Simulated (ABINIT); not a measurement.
# SiC (F-43m): a self-consistent loop beyond G0W0, cycle by cycle, part 2 of 2

How far does self-consistency move the gap of SiC (F-43m)?

ABINIT 10.8.3; LDA and many-body steps on it, plane waves. Known limits of the many-body steps: not at the basis limit.

So far. Step 11 (QSGW, cycle 3): Against the cycle before, the gap moves by +0.107 eV.

## (14) QSGW, cycle 4

This step: QSGW on LDA, plane waves, norm-conserving pseudopotentials.

File run.abi:

```
acell 3*1.0 Angstrom
rprim 
  -0.000000000000 2.179000000000 2.179000000000
  2.179000000000 -0.000000000000 2.179000000000
  2.179000000000 2.179000000000 -0.000000000000
ntypat 2
znucl 14 6
natom 2
typat 1 2
xred 
  0.000000000000 0.000000000000 0.000000000000
  0.250000000000 0.250000000000 0.250000000000
pp_dirpath "pseudos"
pseudos "Si.upf, C.upf"
ecut 37
ngkpt 6 6 6
nshiftk 1
shiftk 0 0 0
kptopt 1
chksymbreak 0
istwfk *1
occopt 1
irdwfk 1
optdriver 4
nband 81
gwcalctyp 28
ecutsigx 37
symsigma 0
nkptgw 16
kptgw 
  0.0000000000 0.0000000000 0.0000000000
  0.1666666667 0.0000000000 0.0000000000
  0.3333333333 0.0000000000 0.0000000000
  0.5000000000 0.0000000000 0.0000000000
  0.1666666667 0.1666666667 0.0000000000
  0.3333333333 0.1666666667 0.0000000000
  0.5000000000 0.1666666667 0.0000000000
  -0.3333333333 0.1666666667 0.0000000000
  -0.1666666667 0.1666666667 0.0000000000
  0.3333333333 0.3333333333 0.0000000000
  0.5000000000 0.3333333333 0.0000000000
  -0.3333333333 0.3333333333 0.0000000000
  0.5000000000 0.5000000000 0.0000000000
  0.5000000000 0.3333333333 0.1666666667
  -0.3333333333 0.3333333333 0.1666666667
  -0.3333333333 0.5000000000 0.1666666667
bdgw 
  1 14
  1 14
  1 14
  1 14
  1 14
  1 14
  1 14
  1 14
  1 14
  1 14
  1 14
  1 14
  1 14
  1 14
  1 14
  1 14
ecuteps 9.7
irdscr 1
ppmodel 1
irdqps 1
rhoqpmix 0.3
indata_prefix "in"
outdata_prefix "out"
tmpdata_prefix "tmp"
```

Started as:

```
$ OMP_NUM_THREADS=1 mpirun -n 4 abinit run.abi > log
```

Elapsed: 7.9 min, on 4 MPI ranks of Arm Neoverse V2, shared host; peak memory 1 GiB.

This step gave:

```yaml
quasiparticle_gap_on_the_mesh: 2.713 eV
gap_of_the_density_functional_on_the_mesh: 1.327 eV
k_of_the_valence_top: 0, 0, 0
k_of_the_conduction_bottom: 0.5, 0.5, 0
least_direct_quasiparticle_gap_on_the_computed_points: 6.268 eV
```

Against the cycle before, the gap moves by +0.026 eV.

## (15) Screening, 6×6×6 mesh, 81 bands, screening to 264 eV

This step: RPA screening on LDA, plane waves, norm-conserving pseudopotentials.

File run.abi:

```
acell 3*1.0 Angstrom
rprim 
  -0.000000000000 2.179000000000 2.179000000000
  2.179000000000 -0.000000000000 2.179000000000
  2.179000000000 2.179000000000 -0.000000000000
ntypat 2
znucl 14 6
natom 2
typat 1 2
xred 
  0.000000000000 0.000000000000 0.000000000000
  0.250000000000 0.250000000000 0.250000000000
pp_dirpath "pseudos"
pseudos "Si.upf, C.upf"
ecut 37
ngkpt 6 6 6
nshiftk 1
shiftk 0 0 0
kptopt 1
chksymbreak 0
istwfk *1
occopt 1
irdwfk 1
optdriver 3
nband 81
ecuteps 9.7
inclvkb 2
awtr 1
symchi 1
gwcalctyp 28
mbpt_sciss 1.727 eV
nqptdm 1
qptdm 
  0 0 0
indata_prefix "in"
outdata_prefix "out"
tmpdata_prefix "tmp"
```

Run time: 2.7 s. Hardware: 4 MPI ranks; peak memory 0.17 GiB; 10 s of CPU time.

This step gave:

```yaml
eps_infinity_with_local_fields_on_this_mesh_along_the_program_s_q_direction: 6.045
the_same_without_local_fields: 6.524
plasma_frequency: 23.09 eV
plane_waves_in_the_screening_matrix: 181
```

This screening uses the functional's bands under a rigid shift, the mean opening of the cycle before.

## (16) Screening, 6×6×6 mesh, 81 bands, screening to 264 eV

This step: RPA screening on LDA from quasiparticle energies and orbitals, plane waves, norm-conserving pseudopotentials.

run.abi, as its differences from that of step 15:

```diff
@@ -29,7 +29,21 @@
 symchi 1
+irdqps 1
 gwcalctyp 28
-mbpt_sciss 1.727 eV
-nqptdm 1
+nqptdm 15
 qptdm 
-  0 0 0
+  0.1666666667 0.0000000000 0.0000000000
+  0.3333333333 0.0000000000 0.0000000000
+  0.5000000000 0.0000000000 0.0000000000
+  0.1666666667 0.1666666667 0.0000000000
+  0.3333333333 0.1666666667 0.0000000000
+  0.5000000000 0.1666666667 0.0000000000
+  -0.3333333333 0.1666666667 0.0000000000
+  -0.1666666667 0.1666666667 0.0000000000
+  0.3333333333 0.3333333333 0.0000000000
+  0.5000000000 0.3333333333 0.0000000000
+  -0.3333333333 0.3333333333 0.0000000000
+  0.5000000000 0.5000000000 0.0000000000
+  0.5000000000 0.3333333333 0.1666666667
+  -0.3333333333 0.3333333333 0.1666666667
+  -0.3333333333 0.5000000000 0.1666666667
 indata_prefix "in"
```

File mrgscr.stdin:

```
2
merged
q0_SCR
out_SCR
1
```

Started as:

```
$ OMP_NUM_THREADS=1 mpirun -n 4 abinit run.abi > log; mrgscr < mrgscr.stdin
```

Elapsed: 27 s, on 4 MPI ranks; peak memory 0.65 GiB; 1.8 min of CPU time.

Numbers from this step:

```yaml
plasma_frequency: 23.09 eV
plane_waves_in_the_screening_matrix: 181
```

This screening reads the quasiparticle levels of the cycle before.

## (17) QSGW, cycle 5

This step: QSGW on LDA, plane waves, norm-conserving pseudopotentials.

run.abi, as its differences from that of step 16:

```diff
@@ -23,12 +23,10 @@
 irdwfk 1
-optdriver 3
+optdriver 4
 nband 81
-ecuteps 9.7
-inclvkb 2
-awtr 1
-symchi 1
-irdqps 1
 gwcalctyp 28
-nqptdm 15
-qptdm 
+ecutsigx 37
+symsigma 0
+nkptgw 16
+kptgw 
+  0.0000000000 0.0000000000 0.0000000000
   0.1666666667 0.0000000000 0.0000000000
@@ -48,2 +46,24 @@
   -0.3333333333 0.5000000000 0.1666666667
+bdgw 
+  1 14
+  1 14
+  1 14
+  1 14
+  1 14
+  1 14
+  1 14
+  1 14
+  1 14
+  1 14
+  1 14
+  1 14
+  1 14
+  1 14
+  1 14
+  1 14
+ecuteps 9.7
+irdscr 1
+ppmodel 1
+irdqps 1
+rhoqpmix 0.3
 indata_prefix "in"
```

Started as:

```
$ OMP_NUM_THREADS=1 mpirun -n 4 abinit run.abi > log
```

It took 8 min on 4 MPI ranks; peak memory 1 GiB.

Numbers from this step:

| Item | Value |
| --- | --- |
| quasiparticle gap on the mesh | 2.708 eV |
| gap of the density functional on the mesh | 1.327 eV |
| k of the valence top | 0, 0, 0 |
| k of the conduction bottom | 0.5, 0.5, 0 |
| least direct quasiparticle gap on the computed points | 6.266 eV |

Against the cycle before, the gap moves by −0.005 eV.

## (18) The runs together

Times are wall times on 4 MPI ranks of Arm Neoverse V2, shared host, good to a factor of about two. A run's time includes the screening step that it read.

```tsv
run	mesh	bands	screening cutoff (eV)	DFT gap (eV)	gap on the mesh (eV)	direct (eV)	ε∞ used	time
G0W0	6×6×6	81	264	1.327	2.208	5.674	7.19	40 s
QSGW, cycle 1	6×6×6	81	264	1.327	2.435	5.984	7.19	8.4 min
QSGW, cycle 2	6×6×6	81	264	1.327	2.580	6.152	6.20	8.4 min
QSGW, cycle 3	6×6×6	81	264	1.327	2.687	6.246	6.11	8.4 min
QSGW, cycle 4	6×6×6	81	264	1.327	2.713	6.268	6.06	8.4 min
QSGW, cycle 5	6×6×6	81	264	1.327	2.708	6.266	6.04	8.5 min
```

## (19) Results

| Item | Value |
| --- | --- |
| G0W0 | 2.208 eV |
| QSGW, cycle 1 | 2.435 eV |
| QSGW, cycle 2 | 2.580 eV |
| QSGW, cycle 3 | 2.687 eV |
| QSGW, cycle 4 | 2.713 eV |
| QSGW, cycle 5 | 2.708 eV |
| known limits | not at the basis limit |

What this shows: Only the bands that the input lists are updated; the others, empty or deep, keep the functional's energies or take a rigid shift. QSGW ends at 2.71 eV, +0.50 eV from G0W0, after 5 cycles that took 42 min beside the first screening; the last moved the gap by 0.005 eV. Against experiment, by QSGW, cycle 5: the gap of 2.71 eV lies +0.32 eV from the measured 2.39 eV (kind not stated, quoted 2020); the gap of 2.71 eV lies +0.31 eV from the measured 2.4 eV (indirect, 2018). These are gaps on the mesh, at modest bands and cutoff. The calculation has static nuclei and no excitons; a measured gap holds zero-point and thermal motion, which mostly lowers it. Bands and cutoff are finite, so the gap is not at the basis limit. The miss can reach some tenths of an eV and take either sign; the mesh is an error of its own. In the updated screening the q = 0 part is built from Kohn-Sham bands under a rigid shift, the other q from the quasiparticle levels.

[Paths, hosts, dates, memory and timing lines, banners, echoed tables and standing remarks are left out of the program output.]

[Logs are printed without paths, hosts, clocks, repeated set-up lines and the standing remarks that a program may print on its own settings, such as how far it seeks lower states.]

[Runs of the session that timed out or met a known fault of the program may be left out.]

[Hosts, paths, dates, database ids (printed as entryN), source tags and the programs' standing remarks are cut or masked in the printed files.]

[G0W0 gaps are taken among the corrected bands and points alone; a level outside them can change the order at an edge.]

[Where Ansatz stands beside ABINIT at settings called matched, ABINIT's density can come from a denser mesh and the files from another edition; pairs whose starting gaps differed by over 0.03 eV were left out, so agreement reads better than it is.]
